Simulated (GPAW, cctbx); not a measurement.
## How far are the atoms of Zr3Tl2 from free atoms?

Question: by how much does bonding change the X-ray structure factors of Zr3Tl2, and what does a routine refinement make of it?

The start was made by putting kin elements into a known structure type; the compound need not exist, or be stable, in this form. All numbers below are calculated.

## 1. Find the equilibrium geometry

The density hangs on the geometry, so cell and atoms are relaxed first, with the symmetry held. The cutoff is set higher than for the density because stress converges slowly with plane waves.

Settings: GPAW 26.7.0, PBE, 570 eV, 5×3×3 k-points (along the axes of the calculation cell), Fermi–Dirac width 0.1 eV, BFGS to 0.03 eV/Å.

```text
cell
1.0
     0.000000000    0.000000000    3.950000000
     7.917000000    0.000000000    0.000000000
     0.000000000    7.917000000    0.000000000
Tl Zr
4 6
Direct
0.000000000 0.881800000 0.618200000
0.000000000 0.618200000 0.118200000
0.000000000 0.118200000 0.381800000
0.000000000 0.381800000 0.881800000
0.500000000 0.680600000 0.819400000
0.500000000 0.819400000 0.319400000
0.500000000 0.319400000 0.180600000
0.500000000 0.180600000 0.680600000
0.000000000 0.500000000 0.500000000
0.000000000 0.000000000 0.000000000
```

```console
$ OMP_NUM_THREADS=1 mpirun -n 4 gpaw python run.py > gpaw.log
```

```text
BFGS:    0      -54.234445        2.176590
BFGS:    1      -54.475229        1.478235
BFGS:    2      -54.756875        0.502234
BFGS:    3      -54.804406        0.549585
...
BFGS:    6      -54.968216        0.284660
BFGS:    7      -54.978992        0.104043
BFGS:    8      -54.981203        0.025765
cell  3.8839 7.7978 7.7978  90.00 90.00 90.00
volume 236.165 A^3, largest force 0.015 eV/A, largest stress 0.17 GPa
```

After 8 steps the volume has changed by -4.6 % and the energy by -0.747 eV; the largest stress left is 0.17 GPa. It took 6.2 min on 4 cores of Arm Neoverse V2 (shared host), peak memory 1.3 GiB.

Relaxed structure: P4/mbm (no. 127), a = 7.7978 Å, b = 7.7978 Å, c = 3.8839 Å, α = 90.00°, β = 90.00°, γ = 90.00°.

```csv
atom,mult.,x,y,z
Tl1,4,0.8662,0.6338,0
Zr1,4,0.6702,0.8298,1/2
Zr2,2,1/2,1/2,0
```

## 2. The all-electron density

X-rays see the whole electron density, so the PAW density is rebuilt with its core regions. Subtracting spherical free atoms from the same code cancels the cores and leaves the deformation density Δρ, the part due to bonding.

Settings: PBE, 450 eV, 6×3×3 k-points (along the axes of the calculation cell), Fermi–Dirac width 0.1 eV; primitive cell of 10 atoms.

```console
$ OMP_NUM_THREADS=1 mpirun -n 4 gpaw python run.py > gpaw.log
```

```text
|iter:   1|       0s |  -56.126172 | +0.23 |       |
|iter:   2|       2s |  -55.869965 | -1.10 | -1.28 |
|iter:   3|       4s |  -55.093649 | -0.84 | -1.32 |
...
|iter:  14|      26s |  -54.446247c| -6.90 | -5.41c|
|iter:  15|      28s |  -54.446247c| -7.36 | -5.20c|
|iter:  16|      29s |  -54.446249c| -7.67c| -5.70c|
```

```text
grid (40, 80, 80)  electrons 564.000  moved by bonding 2.150 e
deformation density beyond 0.5 A of the nuclei: max 0.036, min -0.096 e/A^3
atom        x       y       z   Voronoi charge  moment
Tl1    0.0000  0.8662  0.6338     -0.093       0.00
Tl2    0.0000  0.6338  0.1338     -0.093       0.00
Tl3    0.0000  0.1338  0.3662     -0.093       0.00
Tl4    0.0000  0.3662  0.8662     -0.093       0.00
Zr5    0.5000  0.6702  0.8298      0.064       0.00
Zr6    0.5000  0.8298  0.3298      0.064       0.00
Zr7    0.5000  0.3298  0.1702      0.064       0.00
Zr8    0.5000  0.1702  0.6702      0.064       0.00
Zr9    0.0000  0.5000  0.5000      0.058       0.00
Zr10   0.0000  0.0000  0.0000      0.058       0.00
mean inner potential of superposed free atoms 24.331 V
total magnetic moment 0.000 muB
```

Deformation density in a plane through the shortest contact of the Tl atom at the origin, in 0.01 e/Å³ (clipped at ±99); x from -1.6 to 4.5 Å, y from 2.4 down to -2.4 Å:

```text
  0   2  -1   0   1  -5  -4  -4  -1   2   2   2   3   3   2  -1
  1   1  -1  -2   0  -1  -4  -3   0   1   2   2   3   3   2   0
  1   1   0   1   2   2   0   0   1   1   1   1   2   2   2   1
  1   1   1   2   3   3   3   2   1  -1  -2  -1   0   0   1   1
  2   1  -1  -5  -5  -4   1   3   0  -3  -4   0   0  -1   0   2
  2   1  -6  -3   .  -4  -3   3   1  -3  -6   .  -2   0   0   2
  3   0  -8   .   .   .  -4   3   2   1   .   .   .   1  -1   2
  3   1  -6  -1   .  -4  -4   2   0  -1   2   .  -6  -3  -2   1
  2   2  -1  -6  -7  -5   0   1   0  -3   0   1  -3  -4  -1   1
 -5   1   2   1   0   1   1   1   0   0   1   1   0  -1   0   1
 -5  -2   3   3   2   2   2   1   1   2   3   4   3   2   1   0
 -8  -4   2   3   2   2   1   2   1  -2  -4  -3   1   3   1  -2
 -6  -2   2   2   2   2   2   2  -2  -5  -6  -5  -5   2   2  -2
```

Atoms in or within 0.15 Å of the plane: Tl (0.0, 0.0), Zr (2.9, 0.0) Å. Dots mark points within about 0.45 Å of a nucleus; large values next to them are atomic features.

Tl gains most (-0.09 e) and Zr loses most (+0.06 e), in averages over each element's sites, as electronegativity suggests. Along the shortest contact from the Tl atom at the map's origin, Tl–Zr at 2.91 Å, Δρ is +0.03 e/Å³ at the midpoint and highest, +0.04, 1.29 Å from Tl (points within 0.5 Å of a nucleus left out): little piles up between the atoms, as is usual in a metallic crystal, which this run finds. At the midpoints of other shortest contacts it is +0.02 (Tl–Tl, 2.95 Å) e/Å³. Point values carry grid noise of about 0.01 e/Å³. The run needed 16 iterations, 39 s.

## 3. Structure factors

The Fourier components of Δρ, added to those of the free atoms, give the static X-ray structure factors; the Mott–Bethe relation turns them into the Fourier components V of the potential that fast electrons feel.

```text
static structure factors of the conventional cell: F in electrons, V (Mott-Bethe) in volts
   h  k  l      d  |F| table  |F| free   |F| DFT   change   |V| free  |V| DFT  change %
   1  1  0  5.5139    98.022    97.911    97.861   -0.050     1.826    1.856      1.6
   2  0  0  3.8989    38.388    38.383    38.495    0.112     1.064    1.031     -3.1
   0  0  1  3.8839   228.771   228.596   228.562   -0.035     4.510    4.520      0.2
   2  1  0  3.4873   116.859   116.713   116.637   -0.075     1.178    1.196      1.5
   1  1  1  3.1753    31.020    30.937    30.938    0.001     0.755    0.756      0.0
   2  2  0  2.7569   105.208   105.179   104.786   -0.393     3.703    3.761      1.6
   2  0  1  2.7516   102.534   102.506   102.034   -0.473     4.063    4.132      1.7
   2  1  1  2.5948   299.439   299.305   298.654   -0.652     7.703    7.788      1.1
   3  1  0  2.4659   271.477   271.312   270.626   -0.686     7.246    7.327      1.1
   2  2  1  2.2481    28.877    28.847    28.712   -0.135     0.866    0.880      1.5
   3  2  0  2.1627   159.617   159.534   159.166   -0.369     3.288    3.321      1.0
   3  1  1  2.0817   144.905   144.830   144.552   -0.278     2.894    2.918      0.8
   4  0  0  1.9494   241.758   241.634   241.082   -0.552     4.558    4.599      0.9
   0  0  2  1.9420   429.977   429.683   429.179   -0.504     9.831    9.868      0.4
```

The largest X-ray change is -0.69 e on 310, 0.3 % of |F|. For electrons V goes as (Z − F)/g², so a change of F counts against Z − F, which is small at low angle and wherever the atoms' terms cancel: |V| of 200 moves by -3.1 % (1.06 to 1.03 V) against +0.3 % in |F|. The last three rows still change by up to 0.55 e; the table stops while the angles are still low. The tabulated Hartree–Fock atoms differ from the free DFT atoms by up to 0.29 e, so the choice of reference atom matters too.

## 4. What a spherical-atom refinement makes of it

Routine crystallography fits spherical atoms. To see the bias, intensities are simulated from tabulated atoms plus the DFT change ΔF, so that bonding alone can misfit (7518 reflections of the full sphere, merged to the counts below, to 0.5 Å, 0.5 % proportional noise plus counting noise, assumed isotropic U as listed, Δρ smeared by the mean U) and refined with cctbx over different ranges.

| range | data | R1 | GooF | U Tl1 (true 0.0043) | U Zr1 (true 0.0057) | U Zr2 (true 0.0057) | largest shift (Å) | Δρ max, min (e/Å³) |
| --- | --- | --- | --- | --- | --- | --- | --- | --- |
| all data | 579 | 0.0032 | 0.93 | 0.0043 | 0.0057 | 0.0057 | 0.0001 | 0.49, -0.40 |
| low resolution, d > 0.84 | 136 | 0.0024 | 0.99 | 0.0042 | 0.0056 | 0.0056 | 0.0001 | 0.17, -0.17 |
| high order, d < 0.75 | 392 | 0.0037 | 0.91 | 0.0043 | 0.0057 | 0.0057 | 0.0001 | 0.29, -0.36 |
| occupancies free, d > 0.7 | 224 | 0.0027 | 0.99 | 0.0043 | 0.0057 | 0.0057 | 0.0001 | 0.28, -0.30 |

With all data GooF is 0.93, so at this noise the bonding hardly shows; the top residual peak lies 1.88 Å from Zr and 1.88 Å from Zr. No U is off by more than 3 s.u. at low resolution. With Tl1 held at 1 and the scale free, the other occupancies refine to Zr1 1.000(0.001) and Zr2 1.001(0.001), within three s.u. of full.

## 5. Answer

Bonding moves 2.15 e in the primitive cell of Zr3Tl2 and changes the structure factors of the conventional cell in the table above by at most 0.69 e (310, 0.3 %), and among reflections above 2 % of the strongest by up to 0.5 % (221). The shortest bond, Tl–Zr, has Δρ = +0.03 e/Å³ at its midpoint, with no localised bond charge. With all data GooF is 0.93, so at this noise the bonding hardly shows. Limits: static density, frozen cores, no spin–orbit coupling.

[Outputs are excerpts: Python notices, other lines and further rows are left out; steps that failed or that the build refused (PBEsol, TPSS) are not shown.]

[Logs are printed without paths, hosts, clocks, repeated set-up lines and the standing remarks that a program may print on its own settings, such as how far it seeks lower states.]
